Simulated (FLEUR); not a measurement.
# MnPt3: parallel and opposed starts, part 4 of 4

Does MnPt3 prefer parallel or opposed moments?

FLEUR MaX-R8.1; LDA (VWN); all-electron FLAPW, Dirac cores, scalar-relativistic bands.

So far, largest spin moment in the muffin-tin sphere (μB): step 2 (run 1 (ferro +)) 3.73; step 3 (order 2, typed as antiferro q=(0,1/2,1/2) +-) 3.67; step 4 (order 3, typed as antiferro q=(0,0,1/2) +-) 3.67.

**8. Spin–orbit coupling, moments along [001]**

Level of this step: LDA (VWN); all-electron FLAPW, Dirac cores, scalar-relativistic bands with spin-orbit coupling (FLEUR).

Spin–orbit coupling ties the spins to the lattice and lets orbital moments form.

A new self-consistent run of the start ferro +, with the moments along z.

The input, inp.xml:

```
<?xml version="1.0" encoding="UTF-8" standalone="no"?>
<fleurInput fleurInputVersion="0.39">
   <comment>
      MnPt3
   </comment>
   <calculationSetup>
      <cutoffs Kmax="3.6" Gmax="10.8" GmaxXC="10.8" numbands="143"/>
      <scfLoop itmax="90" minDistance="0.00002" maxIterBroyd="15" imix="Anderson" alpha="0.05" precondParam="0.0" spinf="2.0" sdNocoIR="T"/>
      <coreElectrons ctail="T" frcor="F" kcrel="0" coretail_lmax="0"/>
      <xcFunctional name="vwn" relativisticCorrections="F"/>
      <magnetism jspins="2"/>
      <soc l_soc="T" theta="0.0" phi="0.0" spav="F"/>
      <expertModes spex="0" secvar="F"/>
      <geometryOptimization l_f="F" forcealpha="1.0" forcemix="BFGS" epsdisp="0.00001" epsforce="0.00001"/>
      <ldaU l_linMix="F" mixParam="0.05" spinf="1.0"/>
   </calculationSetup>
   <cell>
      <bzIntegration valenceElectrons="63.0" mode="hist" fermiSmearingEnergy="0.00183747">
         <kPointListSelection listName="default-1"/>
         <xi:include xmlns:xi="http://www.w3.org/2001/XInclude" href="kpts.xml"> </xi:include>
      </bzIntegration>
      <xi:include xmlns:xi="http://www.w3.org/2001/XInclude" href="sym.xml"> </xi:include>
      <bulkLattice scale="1.0">
         <bravaisMatrix>
            <row-1>    7.3699318859399998     0.0000000000000000     0.0000000000000000</row-1>
            <row-2>    0.0000000000000000     7.3699318859399998     0.0000000000000000</row-2>
            <row-3>    0.0000000000000000     0.0000000000000000     7.3699318859399998</row-3>
         </bravaisMatrix>
      </bulkLattice>
   </cell>
   <atomSpecies>
      <species name="Manganese 3.500" element="Mn" atomicNumber="25">
         <mtSphere radius="2.54" gridPoints="839" logIncrement="0.015"/>
         <atomicCutoffs lmax="10" lnonsphr="8"/>
         <electronConfig flipSpins="F">
            <coreConfig>(1s1/2) (2s1/2) (2p1/2) (2p3/2)</coreConfig>
            <valenceConfig>(3s1/2) (3p1/2) (3p3/2) (4s1/2) (3d3/2) (3d5/2)</valenceConfig>
            <stateOccupation state="(3d3/2)" spinUp="1.25" spinDown="0.75"/>
            <stateOccupation state="(3d5/2)" spinUp="3.0" spinDown="0.0"/>
         </electronConfig>
         <energyParameters s="4" p="4" d="3" f="4"/>
         <lo type="SCLO" l="0" n="3" eDeriv="0"/>
         <lo type="SCLO" l="1" n="3" eDeriv="0"/>
      </species>
      <species name="Platinum (Pt)" element="Pt" atomicNumber="78">
         <mtSphere radius="2.54" gridPoints="839" logIncrement="0.016"/>
         <atomicCutoffs lmax="10" lnonsphr="8"/>
         <electronConfig flipSpins="F">
            <coreConfig>(1s1/2) (2s1/2) (2p1/2) (2p3/2) (3s1/2) (3p1/2) (3p3/2) (4s1/2) (3d3/2) (3d5/2) (4p1/2) (4p3/2) (5s1/2) (4d3/2) (4d5/2) (4f5/2) (4f7/2)</coreConfig>
            <valenceConfig>(5p1/2) (5p3/2) (6s1/2) (5d3/2) (5d5/2)</valenceConfig>
            <stateOccupation state="(6s1/2)" spinUp="0.500000" spinDown="0.500000"/>
            <stateOccupation state="(5d3/2)" spinUp="1.800000" spinDown="1.800000"/>
            <stateOccupation state="(5d5/2)" spinUp="2.700000" spinDown="2.700000"/>
         </electronConfig>
         <energyParameters s="6" p="6" d="5" f="5"/>
         <lo type="SCLO" l="1" n="5" eDeriv="0"/>
      </species>
   </atomSpecies>
   <atomGroups>
      <atomGroup species="Manganese 3.500">
         <relPos label="                   1">.0000000000 .0000000000 .0000000000</relPos>
         <force calculate="T" relaxXYZ="TTT"/>
      </atomGroup>
      <atomGroup species="Platinum (Pt)">
         <relPos label="                   2">.0000000000 1.000/2.000 1.000/2.000</relPos>
         <relPos label="                   3">1.000/2.000 .0000000000 1.000/2.000</relPos>
         <force calculate="T" relaxXYZ="TTT"/>
      </atomGroup>
      <atomGroup species="Platinum (Pt)">
         <relPos label="                   4">1.000/2.000 1.000/2.000 .0000000000</relPos>
         <force calculate="T" relaxXYZ="TTT"/>
      </atomGroup>
   </atomGroups>
   <output dos="F" band="F" slice="F">
      <bandDOS minEnergy="-.5*Htr" maxEnergy="0.5*Htr" sigma="0.015" storeEVData="T"/>
      <plotting iplot="0" polar="F">
         <plot TwoD="T" vec1="  1.0  0.0  0.0" vec2="  0.0  1.0  0.0" vec3="  0.0  0.0  1.0" zero="  0.0  0.0  0.0" file="plot"/>
      </plotting>
      <moessbauerParams electricFieldGradient="F" isomerShift="F" coreHyperfine="F" valenceHyperfine="F"/>
   </output>
</fleurInput>
```

The input, crystal.txt:

```
MnPt3
&input film=F cartesian=F /
3.90000000000  0.00000000000  0.00000000000
0.00000000000  3.90000000000  0.00000000000
0.00000000000  0.00000000000  3.90000000000
1.8897261246
1.0 1.0 1.0

4
25 0.00000000000  0.00000000000  0.00000000000 : 3.500
78 0.00000000000  0.50000000000  0.50000000000
78 0.50000000000  0.00000000000  0.50000000000
78 0.50000000000  0.50000000000  0.00000000000

&soc 0.0000000 0.0000000 /
&kpt div1=8 div2=8 div3=8 gamma=T /
```

Started as:

```
$ OMP_NUM_THREADS=1 inpgen -f crystal.txt > inpgen.log  # inp.xml is then edited as shown
$ OMP_NUM_THREADS=1 mpirun -n 4 fleur_MPI > fleur.log
```

Log:

```text
[banner, memory and clock lines left out]
Welcome to FLEUR        (www.flapw.de)
      MaX-Release 8.1          (www.max-centre.eu)

 ========== k-point set info ==========
 Selected k-point list: default-1
 k-point list type: mesh
 0 x 0 x 0
 Number of k points: 92

 [... set-up left out ...]
 Iteration:     1   Distance:      33.90958510 me/bohr^3
 Iteration:     2   Distance:      16.15609652 me/bohr^3
 Iteration:     3   Distance:      13.70909942 me/bohr^3
 Iteration:     4   Distance:       8.18879096 me/bohr^3
 Iteration:     5   Distance:       5.48762363 me/bohr^3
 Iteration:     6   Distance:       5.11207527 me/bohr^3
 Iteration:     7   Distance:       5.09003973 me/bohr^3
 Iteration:     8   Distance:       2.12763700 me/bohr^3
 Iteration:     9   Distance:       1.14296073 me/bohr^3
 Iteration:    10   Distance:       0.27499319 me/bohr^3
 Iteration:    11   Distance:       0.25058216 me/bohr^3
 Iteration:    12   Distance:       0.20870079 me/bohr^3
 Iteration:    13   Distance:       0.14527062 me/bohr^3
 Iteration:    14   Distance:       0.13588676 me/bohr^3
[... lines left out ...]
 Iteration:    22   Distance:       0.00232934 me/bohr^3
 Iteration:    23   Distance:       0.00098043 me/bohr^3
 Iteration:    24   Distance:       0.00097679 me/bohr^3
 Iteration:    25   Distance:       0.00027500 me/bohr^3
 Iteration:    26   Distance:       0.00006747 me/bohr^3
 Iteration:    27   Distance:       0.00004120 me/bohr^3
 Iteration:    28   Distance:       0.00000729 me/bohr^3

 ********************************************************************
 Run finished successfully
 Stop message:
   all done
 ********************************************************************

--- out.xml (last complete iteration) ---
<iteration numberForCurrentRun="   28" overallNumber="   28">
         [... left out ...]
         <bandgap value="0.0000000000" units="eV"/>
         <sumValenceSingleParticleEnergies value="-28.5070288270" units="Htr"/>
         <FermiEnergy value="0.4355679997" units="Htr"/>
         [... left out ...]
         <magneticMomentsInMTSpheres units="muBohr">
            <globalMagMoment atomType="1" vec="0.00000   0.00000   3.69273"/>
            <globalMagMoment atomType="2" vec="0.00000   0.00000   0.13899"/>
            <globalMagMoment atomType="3" vec="0.00000   0.00000   0.13648"/>
         </magneticMomentsInMTSpheres>
         <orbitalMomentsInMTSpheres units="muBohr">
            <globalMagMoment atomType="1" vec="0.00000   0.00000   0.02729"/>
            <globalMagMoment atomType="2" vec="0.00000   0.00000  -0.00358"/>
            <globalMagMoment atomType="3" vec="0.00000   0.00000   0.00141"/>
         </orbitalMomentsInMTSpheres>
         [... left out ...]
         <totalEnergy value="   -56466.1693267861" units="Htr">
            <sumOfEigenvalues value="   -34628.9250901646">
               <coreElectrons value="-34600.4180613377"/>
               <valenceElectrons value="-28.5070288270"/>
            </sumOfEigenvalues>
         [... left out ...]
            <freeEnergy value="-56466.1703104222"/>
            <extrapolationTo0K value="-56466.1698186042"/>
         </totalEnergy>
         <densityConvergence units="me/bohr^3">
            <chargeDensity spin="1" distance="0.0000013833"/>
            <chargeDensity spin="2" distance="0.0000064716"/>
            <overallChargeDensity distance="0.0000072881"/>
            <spinDensity distance="0.0000058716"/>
         </densityConvergence>
      </iteration>
```

Elapsed: 5 min, on 4 MPI ranks of Intel Xeon 6975P-C (Granite Rapids), shared host; peak memory 0.69 GiB; 20 min of CPU time.

Spin moment in the muffin-tin sphere by atom:

```
atom  spin moment in the muffin-tin sphere (μB)
 Mn1                                       3.69
 Pt2                                       0.14
 Pt3                                       0.14
 Pt4                                       0.14
```

This step gave:

```yaml
free_energy: -1536522.7701 eV
program_s_band_gap_on_this_mesh_in_a_metal_only_a_level_spacing: 0 eV
magnetization: 4.113 μB
final_state: ferromagnetic
orbital_moment_along_the_spin: 0.02729 μB
```

Orbital moment in the sphere, along the spin axis by atom:

| atom | orbital moment in the sphere, along the spin axis (μB) |
| --- | --- |
| Mn1 | 0.0273 |
| Pt2 | -0.0036 |
| Pt3 | -0.0036 |
| Pt4 | 0.0014 |

**9. Outcome**

```yaml
lowest_state_found: ferromagnetic (typed ferro +)
largest_site_spin_moment: 3.73 μB
next_finished_state: antiferromagnetic, 19.1 meV a seeded atom higher
energy_gained_by_spin_polarisation: 1198 meV a seeded atom
orbital_moment_on_the_atom_of_largest_spin_along_its_spin_spin_orbit_run: 0.0273 μB
```

What this shows: The lowest state found is ferromagnetic, reached from the start ferro +, with moments up to 3.73 μB. The next finished state costs 19 meV a seeded atom. Forming the largest moments gains far more than ordering them, so they should outlast the ordering temperature. On the atom of largest spin the orbital moment is almost quenched. This is the lowest of 4 finished starts, no proof of the ground state.

[Logs and program files are shortened in this print: banners, set-up blocks, solver, clock and traceback lines can be left out without a mark of their own.]

[Logs are printed without paths, hosts, clocks, repeated set-up lines and the standing remarks that a program may print on its own settings, such as how far it seeks lower states.]

[Hosts, paths, dates, database ids (printed as entryN), source tags and the programs' standing remarks are cut or masked in the printed files.]

[Where a cell is said to come from a database of computed structures, the database is the Materials Project.]
